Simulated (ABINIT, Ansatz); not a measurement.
# AlBiTe3 (Pm-3m): zone-centre phonons, part 5 of 5

Wanted: the vibrations of AlBiTe3 (Pm-3m) at Γ, by two programs.

ABINIT 10.8.3; DFT LDA, scalar-relativistic, plane waves, HGH norm-conserving pseudopotentials.

So far, highest optical zone-centre mode (no LO-TO term) (cm⁻¹): step 5 (modes with the sum rule) 293; step 6 (ASR 0, chneut 0) 293.

The structure was built from a prototype and need not be the compound's stable phase.

## (7) Cross-check with Ansatz

The same cell goes through another code, with its own cutoff. The potentials differ.

This step: DFT LDA, scalar-relativistic, plane waves, PseudoDojo norm-conserving pseudopotentials (Ansatz 0.2.0).

File input.yaml:

```yaml
crystal:
  lattice:
    - [5.2253519546, 0.0, 0.0]
    - [0.0, 5.2253519546, 0.0]
    - [0.0, 0.0, 5.2253519546]
  atoms:
    - { symbol: Bi, position: [0.0, 0.0, 0.0] }
    - { symbol: Al, position: [0.5, 0.5, 0.5] }
    - { symbol: Te, position: [0.5, 0.5, 0.0] }
    - { symbol: Te, position: [0.5, 0.0, 0.5] }
    - { symbol: Te, position: [0.0, 0.5, 0.5] }
kpoints:
  mp_grid: { grid: [4, 4, 4] }
hamiltonian:
  xc: lda
  pseudopotentials: { kind: nc, accuracy: standard }
scf:
  occupations: { method: gaussian, width: 0.27211 }
output:
  eigenvalues: true
phonons:
  method: dfpt
```

Started as:

```
ansatz run input.yaml --threads 4 --pin off --max-ram 8192MiB --backend cpu --events-out ev --progress --plain --runs-dir out
```

The log of the run:

```text
zone centre: on kpoints.mp_grid the ground state, and the responses unless they are solved on pairs of k-points, stand on 27 of the mesh's 64 k-points, reduced under 8 symmetry operations, with k and −k counted as one. Each operation leaves every solved displacement unchanged or reverses it
Engine: ansatz 0.2.0, x86_64-unknown-linux-gnu
Pseudopotentials: kind: nc
Pseudopotential: Bi, nc, valence charge 15, recommended cutoff 952.398519 eV (normal), Bi.nc.azcp (PseudoDojo's, or run here from an input of PseudoDojo's; its table is named by hamiltonian.pseudopotentials.accuracy)
Pseudopotential: Al, nc, valence charge 3, recommended cutoff 598.650497 eV (normal), Al.nc.azcp (PseudoDojo's, or run here from an input of PseudoDojo's; its table is named by hamiltonian.pseudopotentials.accuracy)
Pseudopotential: Te, nc, valence charge 16, recommended cutoff 1120 eV (normal), Te.nc.azcp (PseudoDojo's, or run here from an input of PseudoDojo's; its table is named by hamiltonian.pseudopotentials.accuracy)
Functional definition: SPW92
  exchange = slater_x
  correlation = pw_c
Crystal: 5 atoms, lattice volume = 142.675 Å³
Basis set: ecut = 1120 eV, 12149 PW (Γ), exchange–correlation on 120×120×120 points (8 copies of the dense FFT grid, shifted against one another)
Bands: 40, of which v1, the nominal top of the filled ones, is band 33 counted from 1 (32 counted from 0)
Symmetry: 48 space group operations
k-points: 27 of 64 (irreducible under 8 space group operations)
Non-local potential: Bi, projectors of the file, l = 0: 2, l = 1: 2, l = 2: 2, l = 3: 2
Non-local potential: Al, projectors of the file, l = 0: 2, l = 1: 2, l = 2: 2
Non-local potential: Te, projectors of the file, l = 0: 3, l = 1: 2, l = 2: 2, l = 3: 2
Initial density: superposition of atomic densities (chi_scale 0.1, normalization cell, long waves kept (reshape's long-wave potential 0.00 eV rms))
Initial wavefunctions: pseudopotential atomic-orbital guess
Functional: x = slater, c = lda
SCF iter   1: F=—  HF=-10822.186607 eV  |F-HF|=—  |Δ(HF+E_count)|=         —  Δρ=2.27e-2  dr2=2.30e0  ethr=3.10e-3  ⟨swp⟩=7.5  Hψ=4455  notcnv=0
preconditioner: auto → Kerker (q_TF=auto, 2.399 Å⁻¹)  [metal: Δε(μ)=0.041 eV  Ē_g=8.380 eV  σ=0.272 eV  W_gap=0.08  n_scr=26 (ndim 8)  ℏωp=15.9 eV  f_vac=0.000  D(μ)=2.83/eV (n_scr^D=18)]
SCF iter   2: F=—  HF=-10821.833704 eV  |F-HF|=—  |Δ(HF+E_count)|=   3.53e-1  Δρ=1.33e-2  dr2=7.87e-1  ethr=3.10e-3  ⟨swp⟩=1.0  Hψ=1296  notcnv=0
SCF iter   3: F=—  HF=-10821.659775 eV  |F-HF|=—  |Δ(HF+E_count)|=   1.74e-1  Δρ=2.53e-3  dr2=1.57e-2  ethr=1.19e-3  ⟨swp⟩=1.9  Hψ=1208  notcnv=0
SCF iter   4: F=—  HF=-10821.659901 eV  |F-HF|=—  |Δ(HF+E_count)|=   1.26e-4  Δρ=1.06e-3  dr2=6.85e-3  ethr=2.39e-5  ⟨swp⟩=2.1  Hψ=1660  notcnv=0  defer=10
SCF iter   5: F=—  HF=-10821.658752 eV  |F-HF|=—  |Δ(HF+E_count)|=   1.15e-3  Δρ=2.64e-4  dr2=3.88e-4  ethr=1.04e-5  ⟨swp⟩=1.4  Hψ=1074  notcnv=0  defer=10
SCF iter   6: F=—  HF=-10821.658696 eV  |F-HF|=—  |Δ(HF+E_count)|=   5.67e-5  Δρ=4.53e-5  dr2=5.88e-6  ethr=5.88e-7  ⟨swp⟩=2.0  Hψ=1242  notcnv=0  defer=10
SCF iter   7: F=—  HF=-10821.658490 eV  |F-HF|=—  |Δ(HF+E_count)|=   2.06e-4  Δρ=1.60e-5  dr2=4.55e-7  ethr=8.90e-9  ⟨swp⟩=2.6  Hψ=1620  notcnv=0  defer=10
SCF iter   8: F=—  HF=-10821.658490 eV  |F-HF|=—  |Δ(HF+E_count)|=   1.23e-8  Δρ=3.35e-6  dr2=1.91e-8  ethr=6.89e-10  ⟨swp⟩=2.4  Hψ=1818  notcnv=0  defer=10
SCF iter   9: F=—  HF=-10821.658490 eV  |F-HF|=—  |Δ(HF+E_count)|=   3.38e-9  Δρ=5.52e-7  dr2=9.80e-10  ethr=2.89e-11  ⟨swp⟩=2.2  Hψ=1642  notcnv=0  defer=10
SCF iter  10: F=—  HF=-10821.658490 eV  |F-HF|=—  |Δ(HF+E_count)|=  1.47e-10  Δρ=1.18e-7  dr2=1.91e-11  ethr=1.48e-12  ⟨swp⟩=2.0  Hψ=1423  notcnv=0  defer=10
SCF iter  11: F=-10821.658490 eV  HF=-10821.658490 eV  |F-HF|=0.00e0  |Δ(HF+E_count)|=  3.64e-12  Δρ=4.54e-8  dr2=1.28e-12  ethr=1.00e-12  ⟨swp⟩=14.0  Hψ=6873  notcnv=0
SCF 1 converged in 11 iterations: F = -10821.658490 eV  dr2 = 1.28e-12
DFPT response loops at Γ: preconditioner auto → Kerker (q_TF=auto, 2.399 Å⁻¹) (partly filled bands, converged f_vac=0.000); β = 1.00, the filter's whole step (`scf.mixing.beta` (0.50) is not read by the response loops under this deck's `scf.mixing.preconditioner`; to damp them name `kerker` or `kerker_dos`, under which they read `scf.mixing.beta`, and type it under 1.00, their step now; both keys bind the ground state too); Broyden in place of MSR1
SCF converged after 11 iterations
Free energy (F): -10821.658490 eV
Harris-Foulkes:  -10821.658490 eV  (|F-HF|=0.00e0)
Internal energy: -10821.519120 eV  (E = F + TS)
E sigma→0 (E₀):  -10821.588805 eV
Entropy (-TS):   -0.139370 eV (-27.874 meV/atom)
Fermi energy:    9.571792 eV
--- Per-component energies (eV) ---
  E_band       = -834.917823
  E_kinetic    = 5721.147162
  E_local      = -7317.683729  (includes V_loc(G=0)·N_el)
  E_nonlocal   = -2759.392121
  E_hartree    = 2559.104349
  E_xc         = -2581.309648
  E_vxc        = -1597.197839  (∫ρ·V_xc dr)
  E_ewald      = -6443.385133
  E_smearing   = -0.139370  (= −TS)
  E_closure    = -0.000000  (closes the sum)
  Σ components = -10821.658490   (vs F -10821.658490, Δ=0.00e0)
--- Band table (eV; the first three rows and the last of 27) ---
  k-point 0: bands = [... 29 lower, 8.0604, 8.1894, 8.6592, 8.6592, 8.6592, 11.9120, 11.9120, 11.9120, ... 3 higher]
  k-point 1: bands = [... 29 lower, 7.4665, 8.2454, 8.6678, 8.6678, 10.1742, 10.5472, 11.2614, 11.2614, ... 3 higher]
  k-point 2: bands = [... 29 lower, 7.9134, 7.9394, 8.7954, 9.0125, 9.0125, 10.5547, 10.5547, 12.3777, ... 3 higher]
  k-point 26: bands = [... 29 lower, 8.7518, 10.5004, 10.5004, 10.5004, 11.5347, 11.5347, 11.5347, 12.5961, ... 3 higher]
--- Phonons (Γ-DFPT): 4 representative perturbations + reference, on 27 of 64 k-points (Σ response iterations 15) ---
  k mesh reduced under 8 symmetry operations, with k and −k counted as one. Each operation leaves every solved displacement unchanged or reverses it
  ASR residual: 8.019e-5 → 0.000e0 eV/Å²; symmetrization residual: 3.988e-5 eV/Å²
  ASR residual per site (eV/Å²): 1.06e-5 3.84e-5 8.02e-5 8.02e-5 8.02e-5
  Γ frequencies (cm⁻¹): -77.62 -77.62 -77.62 -55.16 -55.16 -55.16 0.00 0.00 0.00 26.64 26.64 26.64 300.42 300.42 300.42
  non-analytic LO–TO correction: not included (Born effective charges unavailable; polar crystals: no LO–TO splitting at Γ)
```

Elapsed: 83 s, on 4 threads of Intel Xeon at 2.70GHz, shared host; peak memory 2.6 GiB; 5.1 min of CPU time.

This step gave:

- sum-rule residual before enforcement: 8.02e-5 eV/Å²
- highest optical zone-centre mode (no LO-TO term): 300.4 cm⁻¹
- lowest optical zone-centre mode: -77.62 cm⁻¹

## (8) Side by side: ABINIT HGH and Ansatz, PseudoDojo

Worked out from the results:

| Property | Result |
| --- | --- |
| root-mean-square difference | 4.81 cm⁻¹ |
| largest difference | 7.8 cm⁻¹ |

Optical modes, paired by symmetry label. Frequencies side by side, by row:

| q (reciprocal lattice) | mode | ABINIT HGH (cm⁻¹) | Ansatz, PseudoDojo (cm⁻¹) |
| --- | --- | --- | --- |
| 0 0 0 | 1 | -77.1 | -77.6 |
| 0 0 0 | 2 | -77.1 | -77.6 |
| 0 0 0 | 3 | -77.1 | -77.6 |
| 0 0 0 | 4 | -55 | -55.2 |
| 0 0 0 | 5 | -55 | -55.2 |
| 0 0 0 | 6 | -55 | -55.2 |
| 0 0 0 | 10 | 21 | 26.6 |
| 0 0 0 | 11 | 21 | 26.6 |
| 0 0 0 | 12 | 21 | 26.6 |
| 0 0 0 | 13 | 292.6 | 300.4 |
| 0 0 0 | 14 | 292.6 | 300.4 |
| 0 0 0 | 15 | 292.6 | 300.4 |

At the zone centre the largest difference (acoustic modes at Γ apart) is 3 % of the highest mode.

## (9) Summary of results

| Property | Result |
| --- | --- |
| space group after relaxation | Pm-3m |
| volume per atom | 28.5 Å³ |
| highest optical zone-centre mode (no LO-TO term) | 292.6 cm⁻¹ |
| lowest optical zone-centre mode | -77.1 cm⁻¹ |
| imaginary optical modes at the zone centre (no q mesh in this session) | yes |
| largest difference from Ansatz, PseudoDojo | 7.8 cm⁻¹ |

What this shows: At the LDA level the optical modes of AlBiTe3 (Pm-3m) at the zone centre run from 77i to 293 cm⁻¹, so the structure is a saddle point, with 6 modes beyond 10i cm⁻¹ there. ABINIT HGH and Ansatz, PseudoDojo differ by 4.8 cm⁻¹ in the root mean square and by 7.8 cm⁻¹ at most, 2.7 % of the highest mode compared (acoustic modes at Γ left out); the two use different potentials, and the cell was not relaxed for the second set. These are harmonic frequencies at zero temperature: anharmonic shifts and linewidths and thermal expansion are left out. Spin-orbit coupling is left out, which can matter for the heavy elements here. The HGH files keep few electrons and have no core correction, which is cheap but rough for Bi. In a metal the frequencies hang on the k mesh and the smearing, most of all near Kohn anomalies. The structure is a hypothetical one, built on a prototype.

[Host names and launcher messages were left out of these logs when they were recorded.]

[Logs are printed without paths, hosts, clocks, repeated set-up lines and the standing remarks that a program may print on its own settings, such as how far it seeks lower states.]

[Hosts, paths, dates, database ids (printed as entryN), source tags and the programs' standing remarks are cut or masked in the printed files.]
